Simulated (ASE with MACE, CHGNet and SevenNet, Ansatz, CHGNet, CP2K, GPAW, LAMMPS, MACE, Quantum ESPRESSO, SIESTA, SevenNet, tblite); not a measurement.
## Machine-learned potentials on glassy 73SiO2-27K2O (mol %) (90 atoms): settings against a plane-wave reference

Aim: run glassy 73SiO2-27K2O (mol %) (90 atoms) in machine-learned potentials and see how near its forces come to a plane-wave reference, and at what cost.

Program: ASE with MACE, CHGNet and SevenNet. Level of theory: the method is named at each step. Results are calculated unless marked as measured.

### 1. The structure

The cell holds 90 atoms: 22 Si, 16 K and 52 O. Cell: a = 11.429 Å, b = 11.429 Å, c = 11.429 Å, α = 90.0°, β = 90.0°, γ = 90.0°. 90 atoms (22 Si, 16 K, 52 O) placed at random at 2.4 g/cm³, melted at 4000 K for 10 ps at fixed volume with the Morse and Coulomb pair potential with partial charges (Pedone, Malavasi, Menziani, Cormack and Segre, J. Phys. Chem. B 110, 11780 (2006)). Quenched from 4000 K to 300 K at 50 K/ps and fixed volume, held 10 ps at zero pressure.

The yardstick, on the same geometry:

```
method                                           : Kohn-Sham DFT, PBE, SSSP efficiency 1.3.0 pseudopotentials, plane waves (Quantum ESPRESSO 7.5); sssp-pbe-1.3.0-efficiency, cutoffs 60/480 Ry, Γ point
r.m.s. force component                           : 1.285 eV/Å
longest force                                    : 5.35 eV/Å
pressure                                         : 4.64 GPa
gap (highest filled to lowest empty level) : 0.8244 eV
time                                             : 5.1 min on 4 MPI ranks of Arm Neoverse V1, shared host
CPU time                                         : 20 min
```

### 2. MACE MP-0b2 small potential

Method: machine-learned interatomic potential MACE MP-0b2 small, trained on PBE(+U) plane-wave data.

The input, run.py:

```python
import numpy as np
from ase.io import read
import mlip  # loads the published weights by name

atoms = read("structure.xyz")
atoms.calc = mlip.calc("mace-mp-0b2-small")
energy = atoms.get_potential_energy()
forces = atoms.get_forces()
print(f"energy {energy:.6f} eV")
print("forces (eV/A)")
for i, (a, f) in enumerate(zip(atoms, forces)):
    print(f"{i:4d} {a.symbol:2s} {f[0]:10.5f} {f[1]:10.5f} {f[2]:10.5f}")
stress = -atoms.get_stress(voigt=False) * 160.21766
print("stress (GPa, compression positive)")
for row in stress:
    print(" ".join(f"{x:10.4f}" for x in row))
```

The input, structure.xyz:

```xyz
90
Lattice="11.42927 0.00000 0.00000 0.00000 11.42927 0.00000 0.00000 0.00000 11.42927" Properties=species:S:1:pos:R:3 pbc="T T T"
Si 8.64853 7.52149 7.48400
Si 3.18054 11.23280 11.19623
Si 8.75242 10.56065 6.55732
Si 6.31421 7.86802 3.11253
Si 6.81573 10.71483 4.14814
Si 8.84523 2.61227 11.32298
Si 7.21781 7.52126 0.08389
Si 6.12997 10.50876 11.02353
Si 3.33872 6.86156 3.29014
Si 6.96557 3.29414 5.10820
Si 4.18483 4.92647 5.62537
Si 6.48794 0.50449 8.17867
Si 6.30016 3.35312 9.66642
Si 7.02317 1.77519 2.23659
Si 2.17453 4.50485 1.77371
Si 4.44656 2.58256 0.65547
Si 6.06151 6.31033 9.03381
Si 4.37432 10.55882 6.17306
Si 10.14542 7.51429 10.31880
Si 9.40640 5.16397 5.43187
Si 3.98722 7.55840 7.33439
Si 11.35212 4.54839 10.91027
K 10.37321 2.90418 3.19585
K 1.12521 9.52824 8.80008
K 3.11230 2.09670 8.34691
K 0.17270 1.10875 8.58052
K 2.52610 8.08655 0.10503
K 1.02589 5.77430 4.85138
K 1.05961 2.25877 5.46902
K 2.83789 10.38806 3.10030
K 9.08353 10.39206 9.76563
K 9.08421 2.96624 7.83374
K 0.97937 5.32604 7.71361
K 8.09387 5.17312 2.06447
K 10.83666 11.16365 0.63947
K 0.96932 9.25771 5.68583
K 3.70777 2.24894 4.04768
K 11.27555 7.81248 2.12104
O 8.09169 10.65425 5.05859
O 3.62685 1.28339 0.36231
O 7.08980 1.90400 5.86242
O 9.87798 5.71898 3.99144
O 6.33159 2.04653 8.66922
O 10.21274 10.96776 6.64223
O 8.08712 4.27020 5.46102
O 4.42221 8.95358 6.75653
O 10.05844 3.74926 0.24470
O 4.57639 10.35263 11.33566
O 11.00730 8.75494 10.74854
O 5.16500 0.10904 7.25587
O 6.13729 4.69697 8.85894
O 2.95938 11.16354 5.71086
O 7.18787 2.98933 3.44558
O 3.48753 3.59279 1.32900
O 9.62367 7.63087 8.86248
O 8.37491 2.18082 1.42477
[... 30 atom lines left out ...]
O 4.74292 7.19233 8.73265
O 0.23099 3.65554 9.70471
O 3.72308 5.64549 4.19911
O 8.86660 7.35314 11.28092
```

Launch:

```
> OMP_NUM_THREADS=1 python run.py > output.txt
```

The program printed:

```text
energy -611.154507 eV
forces (eV/A)
   0 Si    0.15810   -0.55315    1.58361
   1 Si    0.18397    0.93916   -0.89137
   2 Si   -1.79000   -0.23655   -2.71615
   3 Si    0.12060   -2.35289   -0.73670
   4 Si   -0.75301   -2.23247   -0.20050
   5 Si    1.96637    0.28944    0.88850
   6 Si    1.87078    0.54584   -2.10027
   7 Si    0.10114   -1.90051    0.69395
   8 Si   -0.16853    0.80795   -1.29115
   9 Si   -3.00056   -3.49098   -1.68666
  10 Si    0.38293    0.69280   -0.11963
  11 Si   -2.91777   -1.49180    0.31838
  12 Si    0.95307   -2.25117    1.76242
  13 Si   -0.06236    0.87603    1.07147
  14 Si   -0.17377   -1.67136   -1.98161
  15 Si    0.34028   -1.09292   -0.45070
  16 Si    1.67273    1.31759    0.09556
  17 Si    0.76585   -0.58077    1.69112
  18 Si    0.70196   -2.06930    1.78006
  19 Si    1.78927    1.79297   -0.88921
  20 Si   -1.61920   -1.71184   -0.63659
  21 Si   -1.85784   -0.91858    1.08913
  22 K    -0.17955    0.48526   -0.15672
  23 K     0.35360   -0.37380   -0.10197
[...]
82 O     0.18327    0.35538   -1.54390
  83 O    -0.65729    2.81457   -0.91085
  84 O     1.92627    1.75245    2.21042
  85 O    -0.91871   -0.23739   -0.05867
  86 O     0.20678   -0.17119    1.84738
  87 O     1.01386   -1.79213   -3.69148
  88 O     0.38452   -2.34033    1.07390
  89 O    -1.57743   -0.20917    1.37545
stress (GPa, compression positive)
    3.9852     0.7198    -0.1842
    0.7198     3.8405    -0.5061
   -0.1842    -0.5061     5.7910
```

It took 7.7 s on 1 thread of Arm Neoverse V1, shared host; peak memory 0.67 GiB.

Banners, paths, timers and routine set-up lines are dropped from the logs unmarked, and long logs keep their key lines alone; longer cuts are marked.

Numbers from this run, and their distance from the reference:

```yaml
r_m_s_force_component: 1.22 eV/Å
r_m_s_difference_of_force_components: 208.5 meV/Å
longest_difference_of_force_vectors: 1843 meV/Å
force_difference_over_r_m_s_force: 16.23 %
slope_of_forces_against_the_reference_s: 0.9379
correlation_of_force_components: 0.9875
pressure: 4.539 GPa
pressure_difference: -0.1011 GPa
```

Length of the force difference by element (eV/Å):

| element | atoms | mean | most |
| --- | --- | --- | --- |
| K | 16 | 0.13 | 0.30 |
| O | 52 | 0.23 | 0.95 |
| Si | 22 | 0.43 | 1.8 |

Local excerpt of 9 atoms (numbers count through the whole input) about K31, picked at random; x, y, z are measured from there.

| atom | x | y | z | distance (Å) | Fx | Fy | Fz (eV/Å) |
| --- | --- | --- | --- | --- | --- | --- | --- |
| K31 | 0.00 | 0.00 | 0.00 | 0.00 | -0.74 | -0.11 | -0.08 |
| O72 | 0.24 | 2.38 | 0.81 | 2.52 | 1.56 | -1.50 | -1.41 |
| O61 | -1.22 | 0.93 | -2.12 | 2.62 | 0.05 | 1.09 | 0.80 |
| O49 | 1.92 | -1.64 | 0.98 | 2.71 | 1.16 | 1.19 | 0.71 |
| O63 | -2.82 | 0.63 | -0.21 | 2.90 | 0.64 | 0.99 | -3.60 |
| O55 | 0.54 | -2.76 | -0.90 | 2.95 | -0.53 | 0.53 | -3.60 |
| O84 | -2.28 | -1.45 | 1.24 | 2.97 | -0.66 | 2.81 | -0.91 |
| K35 | 1.75 | 0.77 | 2.30 | 3.00 | 0.36 | 0.16 | 0.18 |
| Si19 | 1.06 | -2.88 | 0.55 | 3.12 | 0.70 | -2.07 | 1.78 |

Atoms are counted from 1 here, from 0 in the log.

Forces lie 16 % from the reference's, at 0.0062 times its CPU time (on 1 against 4 cores).

### 3. CHGNet r2SCAN potential

Method: machine-learned interatomic potential CHGNet r2SCAN, trained on r2SCAN plane-wave data.

Edit run.py of step 2 so:

```diff
@@ -5,3 +5,3 @@
 atoms = read("structure.xyz")
-atoms.calc = mlip.calc("mace-mp-0b2-small")
+atoms.calc = mlip.calc("chgnet-r2scan")
 energy = atoms.get_potential_energy()
```

structure.xyz is that of step 2.

The program printed:

```text
CHGNet vr2scan initialized with 412,525 parameters
CHGNet will run on cpu
energy -840.589966 eV
forces (eV/A)
   0 Si    0.08922   -0.51596    1.39315
   1 Si    0.20637    0.70537   -0.63883
   2 Si   -1.86413   -0.43076   -2.30594
   3 Si    0.11655   -2.37541   -0.70870
   4 Si   -1.00336   -1.92856   -0.14447
   5 Si    1.54389    0.38146    0.97585
   6 Si    1.87552    0.22832   -2.30025
   7 Si    0.32739   -1.44397    0.60946
   8 Si   -0.10310    0.70644   -1.11650
   9 Si   -2.97027   -3.69598   -1.55489
  10 Si    0.21039    0.62293   -0.02776
  11 Si   -2.57973   -1.20122    0.31125
  12 Si    0.94874   -1.90663    1.32829
  13 Si   -0.00690    0.86493    0.75414
  14 Si   -0.06725   -1.10473   -1.99520
  15 Si    0.29363   -1.15615   -0.37098
  16 Si    1.27890    1.14613    0.29253
  17 Si    0.63369   -0.41240    1.34604
  18 Si    0.63708   -1.84432    1.79126
  19 Si    1.84345    1.46307   -0.58257
  20 Si   -1.29545   -1.50863   -0.45792
  21 Si   -1.61895   -0.44638    1.13040
  22 K    -0.28447    0.32430   -0.09425
  23 K     0.28577   -0.28546   -0.12583
[...]
82 O     0.27674    0.21386   -1.25015
  83 O    -0.72923    2.49942   -0.66103
  84 O     1.55864    1.45700    1.95079
  85 O    -0.54435   -0.16362   -0.12952
  86 O     0.39978   -0.35282    1.30919
  87 O     0.86445   -1.43678   -3.03014
  88 O     0.35147   -1.99266    1.07666
  89 O    -1.39318   -0.07299    1.01411
stress (GPa, compression positive)
    0.4757     0.7292    -0.1197
    0.7292     0.6244    -0.3574
   -0.1197    -0.3574     2.4324
```

Run time: 5.5 s. Hardware: 1 thread; peak memory 1 GiB.

Compared with the plane-wave run:

```
r.m.s. force component                  : 1.072 eV/Å
r.m.s. difference of force components   : 319.4 meV/Å
longest difference of force vectors     : 1809 meV/Å
force difference over r.m.s. force      : 24.86 %
slope of forces against the reference's : 0.8172
correlation of force components         : 0.9794
pressure                                : 1.177 GPa
pressure difference                     : -3.462 GPa
```

Against the first run (16 %), the force difference from the reference is 25 %, at 0.69 times the CPU time; this potential was trained at another functional than the reference's.

### 4. SevenNet l3i5 potential

Method: machine-learned interatomic potential SevenNet l3i5, trained on PBE(+U) plane-wave data.

Edit run.py of step 3 so:

```diff
@@ -5,3 +5,3 @@
 atoms = read("structure.xyz")
-atoms.calc = mlip.calc("chgnet-r2scan")
+atoms.calc = mlip.calc("7net-l3i5")
 energy = atoms.get_potential_energy()
```

structure.xyz is that of step 3.

The program printed:

```text
energy -610.332031 eV
forces (eV/A)
   0 Si   -0.00874   -0.59352    1.55487
   1 Si    0.25652    0.82751   -0.94236
   2 Si   -1.96661   -0.25921   -2.61475
   3 Si    0.35165   -2.63812   -0.43450
   4 Si   -1.05441   -2.20907   -0.10972
   5 Si    1.77818    0.39750    0.97964
   6 Si    1.81852    0.71010   -2.25089
   7 Si    0.53082   -1.33956    0.96619
   8 Si    0.10934    0.89926   -1.30791
   9 Si   -2.87958   -4.08570   -1.47718
  10 Si    0.60052    0.68631   -0.12613
  11 Si   -3.01352   -1.56413    0.27122
  12 Si    1.04363   -2.27373    1.64474
  13 Si   -0.14333    0.79554    0.83082
  14 Si   -0.23606   -1.61375   -1.97773
  15 Si    0.65262   -1.27604   -0.44762
  16 Si    1.67560    1.41160    0.00165
  17 Si    0.86574   -0.66071    1.79752
  18 Si    0.53608   -2.21780    1.85279
  19 Si    1.81091    1.75653   -1.10826
  20 Si   -1.75882   -1.52941   -0.60696
  21 Si   -1.88424   -0.99647    0.80986
  22 K    -0.23390    0.55927   -0.11572
  23 K     0.39949   -0.35295   -0.13969
[...]
82 O     0.20382    0.36601   -1.65546
  83 O    -0.67595    2.67373   -0.95457
  84 O     1.83541    1.60280    2.24950
  85 O    -0.77646   -0.23674   -0.09018
  86 O     0.16944   -0.21166    1.86762
  87 O     1.03533   -1.78660   -3.65169
  88 O     0.29314   -2.35571    1.06858
  89 O    -1.50338   -0.17921    1.34974
stress (GPa, compression positive)
    3.9806     0.7362    -0.1951
    0.7362     3.7390    -0.4855
   -0.1951    -0.4855     5.8959
```

It took 12 s on 1 thread; peak memory 1.3 GiB.

Numbers from this run, and their distance from the reference:

```
r.m.s. force component                  : 1.241 eV/Å
r.m.s. difference of force components   : 138.6 meV/Å
longest difference of force vectors     : 1394 meV/Å
force difference over r.m.s. force      : 10.78 %
slope of forces against the reference's : 0.9608
correlation of force components         : 0.9946
pressure                                : 4.538 GPa
pressure difference                     : -0.1015 GPa
```

Against the first run (16 %), the force difference from the reference is 11 %, at 1.5 times the CPU time.

### 5. Side by side

Differences are against the plane-wave reference, forces as r.m.s. over components; share is that over the reference's r.m.s. force, slope the least-squares factor from reference forces to these. Total energies of different programs have different zeros and aren't compared.

```csv
run,"Δ force, r.m.s. (meV/Å)",share (%),slope,Δ pressure (GPa),cores,CPU time,memory (GiB)
reference,-,-,-,-,4,20 min,4.9
MACE MP-0b2 small potential,209,16.2,0.938,-0.101,1,7.6 s,0.67
CHGNet r2SCAN potential,319,24.9,0.817,-3.46,1,5.2 s,1.0
SevenNet l3i5 potential,139,10.8,0.961,-0.102,1,12 s,1.3
```

Times of the machine-learned potentials are mostly Python's start and the loading of weights.

CPU time is summed over cores on a shared host, where runs went side by side, so it is rough. Symmetry, cutoffs, thresholds, outputs and thread counts weren't matched or tuned between programs; memory under MPI is the largest rank's times the ranks.

### 6. What came out

* nearest in forces: SevenNet l3i5 potential, 11 %
* its CPU time: 12 s

Machine-learned potentials differ by 11 % (SevenNet l3i5 potential) to 25 % (CHGNet r2SCAN potential); they were trained on other programs' data, some at another functional. The reference's pressure holds the uncorrected Pulay stress of its 60 Ry basis, so small pressure differences, and their order, may be the reference's own error. Machine-learned potentials mimic data converged in k, so the reference's own k-point error enters their differences. The quench rate of 50 K/ps is many orders above laboratory rates, so the cell is likely richer in defects and strain than a real sample. The network of bonds at the start is that of the classical potential that made the cell, and needn't be the one that DFT or experiment would give. The electronic-structure runs sample only Γ, in a cell whose shortest periodic width is 11 Å.

[Also dropped from logs without a mark: logging warnings of Python, and SIESTA's first energy breakdown and zero terms.]

[Logs are printed without paths, hosts, clocks, repeated set-up lines and the standing remarks that a program may print on its own settings, such as how far it seeks lower states.]

[Hosts, paths, dates, database ids (printed as entryN), source tags and the programs' standing remarks are cut or masked in the printed files.]
